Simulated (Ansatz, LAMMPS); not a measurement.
# Relaxing a frame of liquid dimethyl carbonate from 300 K (108 atoms), part 2 of 2

How does a frame of liquid dimethyl carbonate from 300 K (108 atoms) relax, and what do bonds, charges and levels look like afterwards?

Ansatz 0.2.0; Kohn-Sham DFT, PBE+D4, PAW (set soft_2), plane waves.

The cell: 27 C, 27 O and 54 H. The network of contacts between molecules at the start is that of the classical potential that made the cell. The density was typed from a rule of thumb and may lie off the real one at this temperature. The Brillouin zone is sampled at Γ only, in a cell whose shortest periodic width is 11 Å.

So far, density (g/cm³): step 5 (structure statistics after relaxation) 1.07.

## (6) Single point at the relaxed geometry

One more single point at the end of the walk gives the fuller output and checks the residual forces.

Contents of input.yaml:

```yaml
crystal:
  lattice:
    - [10.78542, 0.0, 0.0]
    - [0.0, 10.78542, 0.0]
    - [0.0, 0.0, 10.78542]
  atoms:
    - { symbol: C, position: [0.74722, 0.17111, 0.22182] }
    - { symbol: O, position: [0.72239, 0.07731, 0.12897] }
    - { symbol: C, position: [0.6042, 0.07264, 0.09004] }
    - { symbol: O, position: [0.51958, 0.13867, 0.12508] }
    - { symbol: O, position: [0.59556, 0.98105, 0.00573] }
    - { symbol: C, position: [0.47243, 0.9616, 0.95763] }
    - { symbol: H, position: [0.84542, 0.16015, 0.24492] }
    - { symbol: H, position: [0.72832, 0.26384, 0.18439] }
    - { symbol: H, position: [0.68946, 0.15636, 0.30416] }
    - { symbol: H, position: [0.47857, 0.87878, 0.89973] }
    - { symbol: H, position: [0.40639, 0.94569, 0.03314] }
    - { symbol: H, position: [0.44274, 0.04199, 0.90269] }
    - { symbol: C, position: [0.32357, 0.07634, 0.34594] }
    - { symbol: O, position: [0.26176, 0.13902, 0.44651] }
    - { symbol: C, position: [0.13844, 0.14995, 0.43305] }
    - { symbol: O, position: [0.07738, 0.1128, 0.34554] }
    - { symbol: O, position: [0.09503, 0.20919, 0.53346] }
    - { symbol: C, position: [0.96218, 0.22669, 0.53473] }
    - { symbol: H, position: [0.42214, 0.08009, 0.36892] }
    - { symbol: H, position: [0.29145, 0.98006, 0.34021] }
    - { symbol: H, position: [0.3076, 0.12441, 0.258] }
    - { symbol: H, position: [0.91396, 0.1375, 0.53974] }
    - { symbol: H, position: [0.94324, 0.28098, 0.61811] }
    - { symbol: H, position: [0.9326, 0.27809, 0.45227] }
    - { symbol: C, position: [0.00934, 0.54393, 0.74958] }
    - { symbol: O, position: [0.01317, 0.54981, 0.61583] }
    - { symbol: C, position: [0.90411, 0.52665, 0.55942] }
    - { symbol: O, position: [0.80706, 0.50126, 0.61077] }
    - { symbol: O, position: [0.92257, 0.5358, 0.43656] }
    - { symbol: C, position: [0.81155, 0.52084, 0.36234] }
    - { symbol: H, position: [0.97843, 0.4522, 0.78063] }
    - { symbol: H, position: [0.10412, 0.56187, 0.78044] }
    - { symbol: H, position: [0.9467, 0.61487, 0.78619] }
    - { symbol: H, position: [0.7695, 0.42977, 0.37865] }
    - { symbol: H, position: [0.74458, 0.59359, 0.38493] }
    - { symbol: H, position: [0.84164, 0.52997, 0.266] }
    - { symbol: C, position: [0.54078, 0.95296, 0.59505] }
    - { symbol: O, position: [0.62239, 0.87545, 0.5229] }
    - { symbol: C, position: [0.74381, 0.90065, 0.53896] }
    - { symbol: O, position: [0.78663, 0.9811, 0.60502] }
    - { symbol: O, position: [0.80826, 0.82186, 0.46731] }
    - { symbol: C, position: [0.94109, 0.8384, 0.4748] }
    - { symbol: H, position: [0.55797, 0.05093, 0.57461] }
    - { symbol: H, position: [0.44691, 0.92637, 0.56752] }
    - { symbol: H, position: [0.55582, 0.93628, 0.69422] }
    - { symbol: H, position: [0.97099, 0.83574, 0.57169] }
    - { symbol: H, position: [0.98082, 0.76039, 0.4242] }
    - { symbol: H, position: [0.96855, 0.92661, 0.43254] }
    - { symbol: C, position: [0.19142, 0.70631, 0.24734] }
    - { symbol: O, position: [0.21206, 0.57422, 0.25451] }
    - { symbol: C, position: [0.15212, 0.50842, 0.1674] }
    - { symbol: O, position: [0.08495, 0.54955, 0.0867] }
    - { symbol: O, position: [0.17882, 0.38769, 0.18608] }
    - { symbol: C, position: [0.11966, 0.30467, 0.09962] }
    - { symbol: H, position: [0.2283, 0.74437, 0.33379] }
    - { symbol: H, position: [0.2405, 0.7446, 0.16693] }
    - { symbol: H, position: [0.09205, 0.72613, 0.23975] }
    - { symbol: H, position: [0.02062, 0.32623, 0.09159] }
    - { symbol: H, position: [0.16324, 0.31267, 0.00791] }
    - { symbol: H, position: [0.13245, 0.21187, 0.1383] }
    - { symbol: C, position: [0.31794, 0.62276, 0.5815] }
    - { symbol: O, position: [0.2862, 0.69935, 0.68706] }
    - { symbol: C, position: [0.23856, 0.81037, 0.65833] }
    - { symbol: O, position: [0.22305, 0.85167, 0.55423] }
    - { symbol: O, position: [0.21253, 0.86931, 0.7652] }
    - { symbol: C, position: [0.15805, 0.99075, 0.75023] }
    - { symbol: H, position: [0.38054, 0.67327, 0.5192] }
    - { symbol: H, position: [0.36467, 0.54151, 0.61998] }
    - { symbol: H, position: [0.23374, 0.59582, 0.5314] }
    - { symbol: H, position: [0.21316, 0.04791, 0.68688] }
    - { symbol: H, position: [0.06285, 0.98284, 0.71515] }
    - { symbol: H, position: [0.15732, 0.03106, 0.84336] }
    - { symbol: C, position: [0.55593, 0.76841, 0.24864] }
    - { symbol: O, position: [0.48545, 0.71575, 0.14825] }
    - { symbol: C, position: [0.51048, 0.59541, 0.12607] }
    - { symbol: O, position: [0.58002, 0.52994, 0.18564] }
    - { symbol: O, position: [0.44236, 0.56061, 0.02764] }
    - { symbol: C, position: [0.4635, 0.43438, 0.98879] }
    [... 24 atom lines left out ...]
    - { symbol: H, position: [0.74994, 0.16407, 0.77259] }
    - { symbol: H, position: [0.73379, 0.33073, 0.78367] }
    - { symbol: H, position: [0.60265, 0.23247, 0.81113] }
    - { symbol: H, position: [0.3714, 0.3561, 0.45485] }
    - { symbol: H, position: [0.48282, 0.4745, 0.41618] }
    - { symbol: H, position: [0.4595, 0.34712, 0.31318] }
kpoints:
  mp_grid: { grid: [1, 1, 1] }
hamiltonian:
  xc: pbe
  dispersion: d4
scf:
  occupations: { method: fixed }
output:
  forces: true
  stress: true
  populations: true
  dos:
    method: { smearing: { sigma: 0.15 } }
    de: 0.1
    projected: { site_lists: { C: [C], H: [H], O: [O] } }
  eigenvalues: true
  write_density: true
  write_potential: true
  volumetric_format: npy
  elf: true
```

Launch:

```sh
> ansatz run input.yaml --threads 4 --pin off --max-ram 8192MiB --backend cpu --events-out ev --progress --plain --runs-dir out
```

Wall time 5.2 s (4 threads of AMD EPYC 9R45, shared host); peak memory 1.3 GiB.

The program notes that the exchange-correlation potential is rough where the density is thin.

The run gave:

```yaml
free_energy: -22950.9695 eV
free_energy_per_atom: -212.5090 eV/atom
scf_cycles: 9
pressure: -0.1444 GPa
r_m_s_force_component: 0.00651 eV/Å
longest_force: 0.04399 eV/Å
fermi_energy: -1.839 eV
spacing_of_highest_filled_and_lowest_empty_level: 5.383 eV
spilling_of_the_projection: 0.01404
```

Löwdin charges by element and coordination (they lack the spilled electrons, 0.042 e an atom on average):

| element | coordination | atoms | mean charge (e) | spread | least | most |
| --- | --- | --- | --- | --- | --- | --- |
| C | all | 27 | 0.0848 | 0.440 | -0.237 | 0.716 |
| C | 3 | 9 | 0.708 | 0.005 | 0.701 | 0.716 |
| C | 4 | 18 | -0.227 | 0.0045 | -0.237 | -0.220 |
| H | all | 54 | 0.206 | 0.0121 | 0.182 | 0.233 |
| O | all | 27 | -0.329 | 0.0818 | -0.453 | -0.260 |
| O | 1 | 9 | -0.444 | 0.0062 | -0.453 | -0.432 |
| O | 2 | 18 | -0.271 | 0.0046 | -0.279 | -0.260 |

Density of states as counts of states in windows of 1 eV (from the Fermi level), total and the larger projections:

| from (eV) | to (eV) | total | O p | C p | H s | O s | C s |
| --- | --- | --- | --- | --- | --- | --- | --- |
| -14 | -13 | 0.0 | 0.0 | 0.0 | 0.0 | 0.0 | 0.0 |
| -13 | -12 | 16.7 | 5.9 | 1.0 | 2.9 | 0.1 | 6.6 |
| -12 | -11 | 1.3 | 0.5 | 0.1 | 0.2 | 0.0 | 0.5 |
| -11 | -10 | 18.0 | 2.8 | 1.1 | 5.4 | 0.8 | 7.6 |
| -10 | -9 | 0.0 | 0.0 | 0.0 | 0.0 | 0.0 | 0.0 |
| -9 | -8 | 0.7 | 0.2 | 0.2 | 0.1 | 0.1 | 0.1 |
| -8 | -7 | 21.4 | 6.2 | 5.7 | 3.8 | 2.3 | 3.0 |
| -7 | -6 | 21.7 | 9.8 | 8.5 | 1.8 | 1.0 | 0.2 |
| -6 | -5 | 28.2 | 14.8 | 7.4 | 1.9 | 3.2 | 0.3 |
| -5 | -4 | 40.8 | 13.2 | 17.7 | 8.1 | 1.0 | 0.3 |
| -4 | -3 | 26.9 | 8.1 | 12.5 | 5.3 | 0.6 | 0.1 |
| -3 | -2 | 34.3 | 13.1 | 11.1 | 7.6 | 1.8 | 0.1 |
| -2 | -1 | 14.0 | 10.3 | 1.5 | 1.6 | 0.3 | 0.0 |
| -1 | 0 | 44.8 | 38.3 | 2.6 | 3.4 | 0.0 | 0.1 |
| 0 | 1 | 1.2 | 1.1 | 0.0 | 0.0 | 0.0 | 0.0 |
| 1 | 5 | 0.0 | 0.0 | 0.0 | 0.0 | 0.0 | 0.0 |

With fixed occupations the program's Fermi level is the highest filled level; weight inside the gap is the broadening of levels at its edges.

Between -23 and -14 eV lie 54 more states.

The levels nearest the highest filled one (over half full), pooled over k-points and spins:

| level less the highest filled one (eV) | occupation |
| --- | --- |
| -0.267 | 2 |
| -0.255 | 2 |
| -0.238 | 2 |
| -0.173 | 2 |
| -0.0727 | 2 |
| 0 | 2 |
| 5.38 | 0 |
| 5.96 | 0 |
| 6.01 | 0 |
| 6.05 | 0 |
| 6.12 | 0 |
| 6.17 | 0 |

Electrostatic potential energy in the ac plane at fractional y = 0.544, with atoms of C and O and H within 0.2 Å of it. With pseudopotentials it is smooth inside the atoms' cores, unlike the true potential.

Ten even steps from '_' (-45 eV) to '@' (6 eV), each cell a mean:
```
@@@@@@@@@@@@@@@@@@@@@@@@##++##@@@@@@@@@@@@@@@@@@@@@@@@@@@@@@
@@@@@@@@@@@@@@@@@@@@@@@@@@@@@@@@@@@@@@@@@@@@@@@@@@@@@@@@@@@@
@@@@@@@@@@@@@@@@@@@@@@@@@@@@@@@@@@@@@@@@@@@@@@@@@@@@@@@@@@@@
%%@@@@@@@@@@@@@@@@@@@@@@@@@@@@@@@@@@@@@@@@@@@@@@@@@@@@@@@@@@
--++**==##@@@@@@@@@@@@@@@@@@@@@@@@@@%%++##@@@@@@@@@@@@@@%%**
____====##@@@@@@@@@@@@@@@@@@@@@@@@@@##==##@@@@@@@@@@@@@@##..
__::**%%@@@@@@@@@@@@@@@@@@@@@@@@@@@@@@@@@@@@@@@@@@@@@@@@##::
--++%%@@@@@@@@@@@@@@@@%%@@@@@@@@@@@@@@@@@@@@@@@@@@@@@@@@%%**
__..**@@@@@@@@@@@@%%==--##@@@@@@@@@@@@@@@@@@@@**--++####**..
__..##@@@@@@@@@@%%%%++==%%@@@@@@@@@@@@@@@@@@@@++::--::..::..
++##@@@@@@@@@@%%%%%%%%%%@@@@@@@@@@@@@@@@@@@@@@%%##++____..++
@@@@@@@@@@@@@@%%@@@@@@@@@@@@@@@@@@@@@@@@@@@@@@@@@@##==::==##
@@@@@@@@@@@@@@@@@@@@@@@@@@@@@@@@@@@@@@@@@@@@@@@@@@%%==__..++
@@@@@@@@@@@@@@@@@@@@@@@@@@@@@@@@@@@@@@@@@@@@%%##****::____==
@@@@@@@@@@@@@@@@@@@@@@@@@@@@@@@@@@@@@@@@@@@@##--__..++--==%%
@@@@@@@@@@@@@@@@@@@@@@@@@@@@@@@@@@@@@@@@@@@@##::__..**%%@@@@
@@@@@@@@@@##++##@@@@@@@@@@@@@@@@@@@@@@@@@@@@@@##++==##@@@@@@
@@@@@@@@%%--__::##@@@@@@@@@@@@@@@@%%@@@@@@@@@@@@**..**@@@@@@
@@@@%%##++::..==%%@@@@@@@@@@@@%%==::--%%@@@@@@@@%%##%%@@@@@@
@@@@%%==__..++%%@@@@@@@@@@@@%%**..__..**@@@@@@@@@@@@@@@@@@@@
@@##--....--##%%@@@@@@@@@@%%**------++@@@@@@@@@@@@@@@@@@@@@@
@@--____--%%%%@@@@@@@@@@%%**++++**%%@@@@@@@@@@@@@@@@@@@@@@@@
@@++::::**@@@@@@@@@@@@%%--__..**%%@@@@@@@@@@@@@@@@@@@@@@@@@@
@@@@%%%%@@@@@@@@@@@@@@%%::__..##@@@@@@@@@@@@@@@@@@@@@@@@@@@@
```
Columns run along a (10.8 Å; values clipped at the 3rd and 97th percentile), rows up along c (10.8 Å). Atoms in or near the plane, at fractional coordinates: C at (0.01, 0.75), O at (0.01, 0.62), C at (0.90, 0.56), O at (0.92, 0.44), H at (0.10, 0.78), H at (0.84, 0.27), O at (0.08, 0.09), H at (0.36, 0.62), O at (0.58, 0.19), O at (0.44, 0.03).

Valence density in the ac plane at fractional y = 0.544, with atoms of C and O and H within 0.2 Å of it. It is the smooth field of the valence electrons, not physical close to the nuclei.

Ten steps, logarithmic in the rise over the least value, from '0' (0.0 e/Å³) to '9' (6.1 e/Å³), each cell a mean:
```
011110000013566420000000000000
000000000001232110000000000000
000000000000010000000000000000
333210000000000001221100000122
666531000000000012453200001245
777641000000000012454200001357
765421000000000011232111111246
764210001233200000111124443246
996310013466410000000246875568
996311134566410000000247877678
664211234444210000000135667776
321001233221100000000012346764
310000111100011100000112347986
410000000000011100001245568997
310000000000011100001357767775
100012332000000000001356765432
000136764200000111111135675310
001358986300001245531113565200
012468875200012579852101332100
135667653100124689963100010000
368876421001245678742000000001
489975310013566655321000000001
479863100025898642100000000001
245531000025898631000000000000
```
Columns run along a (10.8 Å), rows up along c (10.8 Å). Atoms in or near the plane, at fractional coordinates: C at (0.01, 0.75), O at (0.01, 0.62), C at (0.90, 0.56), O at (0.92, 0.44), H at (0.10, 0.78), H at (0.84, 0.27), O at (0.08, 0.09), H at (0.36, 0.62), O at (0.58, 0.19), O at (0.44, 0.03).

Mean Löwdin charges: C +0.08, H +0.21, O -0.33 e (they miss 1.4 % of the electrons, so they add up to more than the cell's charge). The largest share in the top eV of filled states is O p (86 % of the projected weight), and in the lowest eV of empty states C p (46 % of the projected weight).

A closer look about H35, picked at random: 14 atoms, nearest first, numbered in the order of the input, with positions taken from that point.

| atom | x | y | z | distance (Å) | bonds | Löwdin charge (e) |
| --- | --- | --- | --- | --- | --- | --- |
| H35 | 0.00 | 0.00 | 0.00 | 0.00 | 1 | 0.21 |
| C30 | 0.72 | -0.78 | -0.24 | 1.09 | 4 | -0.23 |
| H34 | 0.27 | -1.77 | -0.07 | 1.79 | 1 | 0.19 |
| H36 | 1.05 | -0.69 | -1.28 | 1.79 | 1 | 0.23 |
| O29 | 1.92 | -0.62 | 0.56 | 2.09 | 2 | -0.28 |
| H80 | -2.19 | 1.32 | -0.54 | 2.62 | 1 | 0.19 |
| C27 | 1.72 | -0.72 | 1.88 | 2.65 | 3 | 0.70 |
| O41 | 0.69 | 2.46 | 0.89 | 2.71 | 2 | -0.27 |
| O28 | 0.67 | -1.00 | 2.44 | 2.72 | 1 | -0.44 |
| H81 | -0.97 | 1.90 | -1.72 | 2.74 | 1 | 0.21 |
| O76 | -1.77 | -0.69 | -2.15 | 2.87 | 1 | -0.44 |
| H107 | -2.82 | -1.28 | 0.34 | 3.12 | 1 | 0.19 |
| C73 | -2.03 | 1.89 | -1.47 | 3.14 | 4 | -0.22 |
| H47 | 2.55 | 1.80 | 0.42 | 3.15 | 1 | 0.21 |

The column of bonds counts only the pairs H-C within 1.34 Å, C-O within 1.73 Å; other neighbours, such as metal atoms beside each other in a compound, aren't counted, and periodic images can show an atom twice.

## (7) Changed: scf.occupations.method = "tetrahedron_uncorrected"

Changed here: scf.occupations.method = "tetrahedron_uncorrected".

Edit input.yaml of step 6 so:

```diff
@@ -6,3 +6,3 @@
   atoms:
-    [... the 108 atom lines of step 6 ...]
+    [... the 108 atom lines of step 3 ...]
 kpoints:
@@ -13,3 +13,3 @@
 scf:
-  occupations: { method: fixed }
+  occupations: { method: tetrahedron_uncorrected }
 output:
@@ -23,5 +23 @@
   eigenvalues: true
-  write_density: true
-  write_potential: true
-  volumetric_format: npy
-  elf: true
```

It took 5.6 s on 4 threads; peak memory 1.3 GiB; 21 s of CPU time.

Notices of the run: tetrahedra set aside.

Geometry and reference: those of the single point at the start.

The program set the tetrahedra aside and kept another filling, so they aren't tested. Forces differ from those of the single point at the start by 0 meV/Å r.m.s., 0 % of their size. It took 1.2 times the reference's time (shared host, so rough). The change had no effect here: energy, forces and cycles are those of the reference.

## (8) What came out

| Property | Result |
| --- | --- |
| energy change in the relaxation | -45.08 meV/atom |
| r.m.s. displacement | 1.064 Å |
| largest displacement | 2.922 Å |
| free energy per atom | -212.5090 eV/atom |
| pressure | -0.1444 GPa |
| r.m.s. force component | 0.00651 eV/Å |
| gap (highest filled to lowest empty level) | 5.383 eV |
| wall time of the 4 DFT runs | 2.3 min |

What this shows: Relaxation lowers the energy by 45.1 meV/atom and moves atoms by 1.1 Å r.m.s.; the r.m.s. force component goes from 0.90 to 0.0065 eV/Å, the pressure goes from 0.63 to -0.14 GPa, and the gap from 5.14 to 5.38 eV. By the final cutoffs no bond was broken or made. From the first step to the last the energy fell by 4.869 eV, and the largest move was 2.92 Å (H24). The H-C bonds go from 1.092 Å (spread 0.028) to 1.095 Å (spread 0.002). With the cutoffs above, 67 % of C atoms have 4, all H atoms have 1 and 67 % of O atoms have 2 bonded neighbours. Between filled and empty levels lie 5.38 eV (at Γ alone); a semilocal functional tends to put such gaps too low. In a disordered cell it changes from sample to sample and from frame to frame.

**Limits.** The network of contacts between molecules at the start is that of the classical potential that made the cell; in DFT atoms moved by 1.1 Å r.m.s.

[Logs are printed without paths, hosts, clocks, repeated set-up lines and the standing remarks that a program may print on its own settings, such as how far it seeks lower states.]

[Hosts, paths, dates, database ids (printed as entryN), source tags and the programs' standing remarks are cut or masked in the printed files.]
